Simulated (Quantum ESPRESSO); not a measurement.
Records of electronic-structure calculations.

Magnetic state of Cr (Chromium) from several starts. The structure is cubic, space group Im-3m (No. 229). Conventional cell: a = 2.884 Å, b = 2.884 Å, c = 2.884 Å, α = 90.00°, β = 90.00°, γ = 90.00°. Nearest to Cr lie 8 Cr at 2.50 Å. The calculation used WC; plane waves with GBRV 1.5 PBE potentials, no spin-orbit coupling (and 2 further levels or steps) in Quantum ESPRESSO 7.5, with GBRV 1.5 PBE, potential files Cr: cr_pbe_v1.5.uspp.F.UPF, cutoff 544.23 eV, 10×10×10 k-mesh, 14 bands, fermi-dirac occupations, smearing width 0.1 eV, collinear spin, SCF threshold 2.00e-9, input dft wc, mesh matched on, starting moments 2.5 μB in one of its runs. The lowest state found is antiferromagnetic (from antiferro q=(1/2,1/2,1/2) +-) and the largest site moment is 1.13 μB. The state without moments is 18.1 meV a seeded atom higher. It took 7 runs, 62 s in all on 2 MPI ranks of Arm Neoverse V2, shared host (the runs of this entry). At this level spin polarisation gains little. 2 starts lost their moments. Known weakness: potentials made for another functional. This is the lowest of 4 collinear or spinless starts, no proof of the ground state.

```xyz
1
Lattice="-1.4420 1.4420 1.4420 1.4420 -1.4420 1.4420 1.4420 1.4420 -1.4420" Properties=species:S:1:pos:R:3 pbc="T T T"
Cr    0.0000    0.0000    0.0000
```

[Logs and program files are shortened in this print: banners, set-up blocks, solver, clock and traceback lines can be left out without a mark of their own.]

[Logs are printed without paths, hosts, clocks, repeated set-up lines and the standing remarks that a program may print on its own settings, such as how far it seeks lower states.]

[Hosts, paths, dates, database ids (printed as entryN), source tags and the programs' standing remarks are cut or masked in the printed files.]

[Where a cell is said to come from a database of computed structures, the database is the Materials Project.]
